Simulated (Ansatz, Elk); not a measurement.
# BaRu2N2: X-ray structure factors from the self-consistent density

The structure of BaRu2N2 used here is made up (a known structure type with other elements) and was relaxed beforehand with PBE. The aim is the Fourier transform of its all-electron density, F(hkl), set beside the sum over free spherical atoms that refinements use.

Main program and level: Elk 11.2.3 (patched build); DFT, PBE, all-electron APW+lo, Dirac cores, scalar-relativistic bands, static density, no spin.

The structure was built from a prototype and need not be the compound's stable phase.

**1. The structure**

Symmetry: I4/mmm, No. 139, tetragonal system. Conventional cell: a = 3.698 Å, b = 3.698 Å, c = 11.333 Å, α = 90.00°, β = 90.00°, γ = 90.00°. Nearest to Ba lie 8 N at 3.19 Å. Nearest to Ru lie 4 N at 2.11 Å. N has 4 Ru at 2.11 Å and 4 Ba at 3.19 Å nearest. Farther neighbours and most contacts between anions are not listed.

Coordinates:

```cif
data_structure
_symmetry_space_group_name_H-M 'P 1'
_symmetry_Int_Tables_number 1
_cell_length_a 6.2408
_cell_length_b 6.2408
_cell_length_c 6.2408
_cell_angle_alpha 145.535
_cell_angle_beta 145.535
_cell_angle_gamma 49.539
_cell_volume 77.48
loop_
_atom_site_label
_atom_site_type_symbol
_atom_site_fract_x
_atom_site_fract_y
_atom_site_fract_z
_atom_site_occupancy
Ba1 Ba 0.00000 0.00000 0.00000 1
Ru2 Ru 0.25000 0.75000 0.50000 1
Ru3 Ru 0.75000 0.25000 0.50000 1
N4 N 0.33936 0.33936 0.00000 1
N5 N 0.66064 0.66064 0.00000 1
```

**2. Ground state and structure factors**

An all-electron density is needed, since X-rays see the cores too. Task 0 finds the density and task 195 Fourier-transforms it; tshift is off so that phases refer to the origin typed.

File elk.in:

```
tasks
  0
  195

xctype
  20

spinpol
  .false.

rgkmax
  7.0

gmaxvr
  14.0

lmaxo
  7

lmaxapw
  8

swidth
  0.002

tshift
  .false.

ramdisk
  .false.

hmaxvr
  5.5

maxscl
  120

epspot
  1e-06

sppath
  './'

avec
  -3.49381659665 3.49381659665 10.70837175438
  3.49381659665 -3.49381659665 10.70837175438
  3.49381659665 3.49381659665 -10.70837175438

atoms
  3
  'Ba.in'
  1
  0.0000000000 0.0000000000 -0.0000000000   0.000000 0.000000 0.000000
  'Ru.in'
  2
  0.2500000000 0.7500000000 0.5000000000   0.000000 0.000000 0.000000
  0.7500000000 0.2500000000 0.5000000000   0.000000 0.000000 0.000000
  'N.in'
  2
  0.3393593464 0.3393593464 0.0000000000   0.000000 0.000000 0.000000
  0.6606406536 0.6606406536 0.0000000000   0.000000 0.000000 0.000000

ngridk
  9 9 9
```

Run with:

```console
> OMP_NUM_THREADS=4 elk
```

Numbers of over 12 decimals in the logs are rounded to 6 here.

What it wrote:

```text
┌─────────────────────────┐
│ Elk code version 11.2.3 │
└─────────────────────────┘

All units are atomic (Hartree, Bohr, etc.)

┌─────────────────────────────────────────────────┐
│ Ground-state run starting from atomic densities │
└─────────────────────────────────────────────────┘

Lattice vectors :
  -3.493816597       3.493816597       10.70837175
   3.493816597      -3.493816597       10.70837175
   3.493816597       3.493816597      -10.70837175

Reciprocal lattice vectors :
 -0.6887784440E-17  0.8991864818      0.2933772497
  0.8991864818     -0.6887784440E-17  0.2933772497
  0.8991864818      0.8991864818     -0.6851086909E-17

Unit cell volume      :    522.8578566
Brillouin zone volume :   0.4744123289

Muffin-tin inner radius fraction :   0.1000000000E-01

Nuclei treated as point charges

Species : 1 (Ba)
 parameters loaded from : Ba.in
 name : barium
 nuclear charge    :   -56.00000000
 electronic charge :    56.00000000
 atomic mass :    250331.8071
 muffin-tin radius :    2.800000000
 number of radial points in muffin-tin :   1393
 inner part over the whole radius :   0.9950032293E-02
 number on inner part of muffin-tin    :    996
 approximate nuclear radius :   0.9171481901E-04
 number of mesh points to nuclear radius :    504
 atomic positions (lattice), magnetic fields (Cartesian) :
  1 :   0.00000000  0.00000000  0.00000000    0.00000000  0.00000000  0.00000000

Species : 2 (Ru)
 parameters loaded from : Ru.in
 name : ruthenium
 nuclear charge    :   -44.00000000
 electronic charge :    44.00000000
 atomic mass :    184239.3393
 muffin-tin radius :    2.324419512
 number of radial points in muffin-tin :   1193
 inner part over the whole radius :   0.9888721638E-02
 number on inner part of muffin-tin    :    846
 approximate nuclear radius :   0.8462081736E-04
 number of mesh points to nuclear radius :    425
 atomic positions (lattice), magnetic fields (Cartesian) :
  1 :   0.25000000 -0.25000000  0.50000000    0.00000000  0.00000000  0.00000000
  2 :  -0.25000000  0.25000000  0.50000000    0.00000000  0.00000000  0.00000000

Species : 3 (N)
 parameters loaded from : N.in
 name : nitrogen
 nuclear charge    :   -7.000000000
 electronic charge :    7.000000000
 atomic mass :    25532.65216
 muffin-tin radius :    1.609213508
 number of radial points in muffin-tin :    593
 inner part over the whole radius :   0.9781158646E-02
 number on inner part of muffin-tin    :    405
 approximate nuclear radius :   0.4939692610E-04
 number of mesh points to nuclear radius :    171
 atomic positions (lattice), magnetic fields (Cartesian) :
  1 :   0.33935935  0.33935935  0.00000000    0.00000000  0.00000000  0.00000000
  2 :  -0.33935935 -0.33935935  0.00000000    0.00000000  0.00000000  0.00000000

Total number of atoms per unit cell :    5
Total muffin-tin volume :    232.0743482
 ratio of muffin-tin to unit cell volume :   0.4438574371

Spin treatment :
 spin-unpolarised

Number of Bravais lattice symmetries :   16
Number of crystal symmetries         :   16
Crystal has inversion symmetry
Real symmetric eigensolver will be used

k-point grid :      9     9     9
k-point offset :    0.000000000       0.000000000       0.000000000
k-point set is reduced with full crystal symmetry group
Total number of k-points :       75

Muffin-tin radius times maximum |G+k| :    7.000000000
 using average radius
Maximum |G+k| for APW functions       :    3.281065633
Maximum (1/2)|G+k|²                   :    5.382695843
Maximum |G| for potential and density :    14.00000000
Constant for pseudocharge density :   10
 order of it for each species :   17  17  17
 order of it for pair densities of each species (exact exchange by exxq0 0: 18) :   16  12   4
Radial integration step length :    1

G-vector grid sizes :     54    54    54
Number of G-vectors :    24215

Maximum angular momentum used for
 APW functions            :    8
 outer part of muffin-tin :    7
 inner part of muffin-tin :    2

Total nuclear charge    :   -158.0000000
[...]
xc potential                :     -609.70712609649
 exchange                    :     -470.98364475400
 correlation                 :     -8.214805
 electron entropic           :    -0.80661519332513E-03
 total energy                :     -17314.196326593

Density of states at Fermi energy :    63.47875696
 (states/Hartree/unit cell)

Estimated indirect band gap :   0.1354242875E-03
 from k-point 32 to k-point 1
Estimated direct band gap   :   0.5326277557E-02
 at k-point 2

Charges :
 core                        :    96.00000000
 valence                     :    62.00000000
 interstitial                :    8.371271636
 muffin-tins (core leakage)
  species : 1 (Ba)
   atom 1                    :    53.71346806     (  0.5187880092E-05)
  species : 2 (Ru)
[...]
species : 3 (N)
[...]
total in muffin-tins        :    149.6287284
 total calculated charge     :    158.0005581
 total charge                :    158.0000000
 error                       :   0.5580852773E-03

RMS change in Kohn-Sham potential (target) :    1.175043812     (  0.1000000000E-05)
Absolute change in total energy (target)   :   0.5647533117     (  0.1000000000E-03)

[... loops 3 to 16 left out ...]

┌──────────────────┐
│ Loop number : 17 │
└──────────────────┘

Energies :
 Fermi                       :     0.397095
 sum of occupied eigenvalues :     -10458.646462273
 electron kinetic            :      18227.279360024
 core electron kinetic       :      17680.300815962
 Coulomb                     :     -35060.025734461
 Coulomb potential           :     -28060.072589165
 nuclear-nuclear             :     -1814.9504412562
 electron-nuclear            :     -38471.339111725
 Hartree                     :      5226.2638185194
 Madelung                    :     -21029.989439879
 xc potential                :     -625.85323313173
 exchange                    :     -471.59538279480
 correlation                 :     -8.236561
 electron entropic           :    -0.42434154857107E-03
 total energy                :     -17312.578742527

Density of states at Fermi energy :    29.94045118
 (states/Hartree/unit cell)

Estimated indirect band gap :   0.1802085772E-02
 from k-point 72 to k-point 75
Estimated direct band gap   :   0.5129891328E-02
 at k-point 66

Charges :
 core                        :    96.00000000
 valence                     :    62.00000000
 interstitial                :    8.027064737
 muffin-tins (core leakage)
  species : 1 (Ba)
[...]
species : 2 (Ru)
[...]
species : 3 (N)
[...]
total in muffin-tins        :    149.9729353
 total calculated charge     :    158.0004721
 total charge                :    158.0000000
 error                       :   0.4721240308E-03

RMS change in Kohn-Sham potential (target) :   0.3456261926E-06 (  0.1000000000E-05)
Absolute change in total energy (target)   :   0.4899045598E-04 (  0.1000000000E-03)

Convergence targets achieved

┌──────────────────┐
│ Loop number : 18 │
└──────────────────┘

Energies :
 Fermi                       :     0.397095
 sum of occupied eigenvalues :     -10458.646461661
 electron kinetic            :      18227.279352346
 core electron kinetic       :      17680.300801075
 Coulomb                     :     -35060.025729255
 Coulomb potential           :     -28060.072564682
 nuclear-nuclear             :     -1814.9504412562
 electron-nuclear            :     -38471.339126166
 Hartree                     :      5226.2638381673
 Madelung                    :     -21029.989446914
 xc potential                :     -625.85324932484
 exchange                    :     -471.59538313700
 correlation                 :     -8.236561
 electron entropic           :    -0.42434185226988E-03
 total energy                :     -17312.578745357

Density of states at Fermi energy :    29.94048204
 (states/Hartree/unit cell)

Estimated indirect band gap :   0.1802090259E-02
 from k-point 72 to k-point 75
Estimated direct band gap   :   0.5129877984E-02
 at k-point 66

Charges :
 core                        :    96.00000000
 valence                     :    62.00000000
 interstitial                :    8.027064239
 muffin-tins (core leakage)
  species : 1 (Ba)
[...]
species : 2 (Ru)
[...]
atom 2                    :    42.27133826     (  0.7941202540E-07)
  species : 3 (N)
   atom 1                    :    5.831207671     (  0.1129358593E-05)
   atom 2                    :    5.831207671     (  0.1129358593E-05)
 total in muffin-tins        :    149.9729358
 total calculated charge     :    158.0004721
 total charge                :    158.0000000
 error                       :   0.4721240063E-03

┌──────────────────────────────┐
│ Self-consistent loop stopped │
└──────────────────────────────┘

Wrote STATE.OUT
```

The job ended after 79 s (4 threads of Arm Neoverse V1, shared host; peak memory 0.22 GiB).

SFACRHO.OUT:

```text

h k l indices transformed by vhmat matrix:
   1.000000000       0.000000000       0.000000000    
   0.000000000       1.000000000       0.000000000    
   0.000000000       0.000000000       1.000000000    

      h      k      l  multipl.   |H|            Re(F)            Im(F)           |F|

      0      0      0      1   0.0000000       158.00000      0.77004636E-16   158.00000    
      1      1     -1      2  0.58675450      -36.308154     -0.95236449E-14   36.308154    
      0     -1      0      8  0.94583642       42.317963     -0.45350690E-15   42.317963    
      2      2     -2      2   1.1735090       111.85161      0.17686769E-13   111.85161    
     -1     -2      2      8   1.2582401       54.953241      0.11337672E-15   54.953241    
      0      0      1      4   1.2716417      -15.952981      0.39485309E-13   15.952981    
     -1     -1      0      8   1.4004833       108.73501      0.18593783E-13   108.73501    
      3      2     -2      8   1.7205498       38.549530      0.45350690E-15   38.549530    
     -1     -3      2      8   1.7303745      -27.193659      0.18140276E-14   27.193659    
     -3     -3      3      2   1.7602635      -15.060029      0.23015475E-13   15.060029    
      1     -1     -1      4   1.7983730       109.92474      0.34508762E-13   109.92474    
      0      2      0      8   1.8916728      -24.569677      0.26756907E-13   24.569677    
      0     -1     -1     16   2.0319330       34.880112     -0.45350690E-15   34.880112    
     -3     -1      3      8   2.1473865       91.181895     -0.72787857E-13   91.181895    
      3      3     -2      8   2.1715433       100.04342     -0.36960812E-13   100.04342    
     -3      0      1     16   2.1948379       42.752418      0.17006509E-15   42.752418    
      4      3     -4      8   2.2418690       32.705803      -0.0000000       32.705803    
     -4     -4      4      2   2.3470180       89.785152     -0.27210414E-13   89.785152
```

Elk indexes on the primitive cell of elk.in and gives |H| = 4π sin θ/λ in inverse bohr. Below, one row stands for each form hkl of the conventional cell (m members, Friedel mates merged), F is for one primitive cell and the density is static (no thermal factor). Free-atom factors are Waasmaier and Kirfel's, and R is Σm||F|−|F'||/Σm|F|.

| hkl | m | sin θ/λ (Å⁻¹) | abs F, DFT | neutral atoms | diff. |
| --- | --- | --- | --- | --- | --- |
| 002 | 2 | 0.088 | 36.308 | 36.362 | -0.054 |
| 101 | 8 | 0.142 | 42.318 | 42.476 | -0.158 |
| 004 | 2 | 0.176 | 111.852 | 112.803 | -0.951 |
| 103 | 8 | 0.189 | 54.953 | 54.693 | +0.261 |
| 110 | 4 | 0.191 | 15.953 | 16.612 | -0.659 |
| 112 | 8 | 0.211 | 108.735 | 109.081 | -0.346 |
| 105 | 8 | 0.259 | 38.550 | 38.491 | +0.058 |
| 114 | 8 | 0.260 | 27.194 | 27.422 | -0.229 |
| 006 | 2 | 0.265 | 15.060 | 15.545 | -0.485 |
| 200 | 4 | 0.270 | 109.925 | 109.967 | -0.042 |
| 202 | 8 | 0.284 | 24.570 | 24.718 | -0.149 |
| 211 | 16 | 0.306 | 34.880 | 34.929 | -0.049 |
| 204 | 8 | 0.323 | 91.182 | 91.306 | -0.124 |
| 116 | 8 | 0.327 | 100.043 | 100.298 | -0.255 |
| 213 | 16 | 0.330 | 42.752 | 42.846 | -0.094 |
| 107 | 8 | 0.337 | 32.706 | 32.631 | +0.075 |
| 008 | 2 | 0.353 | 89.785 | 89.828 | -0.042 |
| 215 | 16 | 0.374 | 33.393 | 33.269 | +0.124 |

**3. The highest occupied states alone**

An energy window below the Fermi level keeps the highest occupied states, to see at which angles they scatter; shallow core shells can lie inside it and anion s states outside. No new self-consistency is needed.

Edit elk.in of step 2 so:

```diff
@@ -1,3 +1,2 @@
 tasks
-  0
   195
@@ -40,2 +39,5 @@
 
+wsfac
+  -0.043900 0.697090
+
 sppath
```

Run with:

```console
> OMP_NUM_THREADS=4 elk
```

What it wrote:

```text
┌─────────────────────────────────┐
│ Elk code version 11.2.3 started │
└─────────────────────────────────┘

Info(readinput): the functional depends on the density's gradient
 muffin-tin radial points multiplied by    2.00000
 (not where nrmtscf is given)

┌────────────────────┐
│ Current task : 195 │
└────────────────────┘
Info(checkmt): changed muffin-tin radius of species 2 (Ru) from   2.6000 to   2.3244
Info(checkmt): changed muffin-tin radius of species 3 (N) from   1.8000 to   1.6092

Info(sfacrho): density structure factors written to SFACRHO.OUT

 Energy window :  -0.4390000000E-01  0.6970900000

┌──────────────────┐
│ Elk code stopped │
└──────────────────┘
```

It took 12 s on 4 threads; peak memory 0.16 GiB; 18 s of CPU time.

States within 12 eV below the Fermi level hold 24.00 electrons; any levels below the window count with the cores. Their amplitudes can exceed the total, where window and core parts have opposite phase:

| hkl | sin θ/λ (Å⁻¹) | abs F, window | abs F, all |
| --- | --- | --- | --- |
| 002 | 0.088 | 13.675 | 36.308 |
| 101 | 0.142 | 2.587 | 42.318 |
| 004 | 0.176 | 3.024 | 111.852 |
| 103 | 0.189 | 3.716 | 54.953 |
| 110 | 0.191 | 1.811 | 15.953 |
| 112 | 0.211 | 3.660 | 108.735 |
| 105 | 0.259 | 0.216 | 38.550 |
| 114 | 0.260 | 4.430 | 27.194 |
| 006 | 0.265 | 0.309 | 15.060 |
| 200 | 0.270 | 4.864 | 109.925 |

**4. Another functional**

The difference from free atoms is small, so it is set against the change that LDA (Perdew-Wang) makes.

Edit elk.in of step 3 so:

```diff
@@ -1,2 +1,3 @@
 tasks
+  0
   195
@@ -4,3 +5,3 @@
 xctype
-  20
+  3
 
@@ -39,5 +40,2 @@
 
-wsfac
-  -0.043900 0.697090
-
 sppath
```

Run with:

```console
> OMP_NUM_THREADS=4 elk
```

What it wrote:

```text
┌─────────────────────────┐
│ Elk code version 11.2.3 │
└─────────────────────────┘

All units are atomic (Hartree, Bohr, etc.)

┌─────────────────────────────────────────────────┐
│ Ground-state run starting from atomic densities │
└─────────────────────────────────────────────────┘

Lattice vectors :
  -3.493816597       3.493816597       10.70837175
   3.493816597      -3.493816597       10.70837175
   3.493816597       3.493816597      -10.70837175

Reciprocal lattice vectors :
 -0.6887784440E-17  0.8991864818      0.2933772497
[...]
interstitial                :    8.077973133
 muffin-tins (core leakage)
  species : 1 (Ba)
[...]
species : 2 (Ru)
[...]
species : 3 (N)
   atom 1                    :    5.809899738     ( -0.2793923538E-05)
   atom 2                    :    5.809899738     ( -0.2793923538E-05)
 total in muffin-tins        :    149.9220269
 total calculated charge     :    158.0004917
 total charge                :    158.0000000
 error                       :   0.4916667566E-03

┌──────────────────────────────┐
│ Self-consistent loop stopped │
└──────────────────────────────┘

Wrote STATE.OUT
[key lines of the parts left out:]
total energy                :     -17296.768385366
```

Wall time 51 s (4 threads); peak memory 0.17 GiB; 3 min of CPU time.

Against the first run R = 0.03 %; the largest change is -0.050 at 200.

**5. Basis size**

A smaller basis shows how fast F responds to it; the change is likely larger than the basis error of the first run, but doesn't show convergence.

Edit elk.in of step 4 so:

```diff
@@ -5,3 +5,3 @@
 xctype
-  3
+  20
 
@@ -11,3 +11,3 @@
 rgkmax
-  7.0
+  5.5
```

Run with:

```console
> OMP_NUM_THREADS=4 elk
```

What it wrote:

```text
┌─────────────────────────┐
│ Elk code version 11.2.3 │
└─────────────────────────┘

All units are atomic (Hartree, Bohr, etc.)

┌─────────────────────────────────────────────────┐
│ Ground-state run starting from atomic densities │
└─────────────────────────────────────────────────┘

Lattice vectors :
  -3.493816597       3.493816597       10.70837175
   3.493816597      -3.493816597       10.70837175
   3.493816597       3.493816597      -10.70837175

Reciprocal lattice vectors :
 -0.6887784440E-17  0.8991864818      0.2933772497
[...]
interstitial                :    8.302990474
 muffin-tins (core leakage)
  species : 1 (Ba)
[...]
species : 2 (Ru)
[...]
species : 3 (N)
   atom 1                    :    5.756347453     (  0.1119324773E-05)
   atom 2                    :    5.756347453     (  0.1119324773E-05)
 total in muffin-tins        :    149.6970095
 total calculated charge     :    158.0006026
 total charge                :    158.0000000
 error                       :   0.6025831137E-03

┌──────────────────────────────┐
│ Self-consistent loop stopped │
└──────────────────────────────┘

Wrote STATE.OUT
[key lines of the parts left out:]
total energy                :     -17312.372517677
```

Wall time 65 s (4 threads); peak memory 0.2 GiB.

Against the first run R = 0.06 %; the largest change is -0.126 at 200.

**6. Settings against the effect**

| run | R against the first run (%) | R against neutral atoms, low angle (%) | wall time |
| --- | --- | --- | --- |
| PBE, rgkmax 7 | 0.00 | 0.48 | 79 s |
| LDA (Perdew-Wang) | 0.03 | 0.49 | 51 s |
| rgkmax 5.5 | 0.06 | 0.52 | 65 s |

**7. Summary of results**

```json
{"R against neutral atoms, sin θ/λ < 0.3 Å⁻¹": "0.48 %", "R against neutral atoms, 0.3 to 0.83 Å⁻¹": "0.21 %"}
```

**Reading.** Independent neutral atoms miss the calculated amplitudes by R = 0.48 % below 0.3 Å⁻¹ and 0.21 % from there to 0.83 Å⁻¹; by shells, 0.33 % below 0.15 Å⁻¹ (2 forms), 0.50 % 0.15 to 0.3 (9 forms), 0.30 % 0.3 to 0.45 (20 forms), 0.19 % above 0.45 (108 forms). Bonding, aspherical density and the tables' own atoms all enter these figures, and the runs don't part them. The largest change of an amplitude is -0.95 electrons, at 004. The window's part falls from 24.0 electrons at the origin to at most 0.52 between 0.45 and 0.83 Å⁻¹. Below 0.3 Å⁻¹ the changes that finished (LDA (Perdew-Wang) and rgkmax 5.5) move F by R = 0.09 % at most, against the 0.48 % that separates it from free atoms. The k-mesh has no finished test. These runs have no spin, though d or f shells may be open. Part of the difference isn't bonding: the tables are fits to free atoms and ions calculated by other methods than this functional. Thermal motion, anomalous dispersion and extinction are left out.

[Logs are printed without paths, hosts, clocks, repeated set-up lines and the standing remarks that a program may print on its own settings, such as how far it seeks lower states.]

[Hosts, paths, dates, database ids (printed as entryN), source tags and the programs' standing remarks are cut or masked in the printed files.]
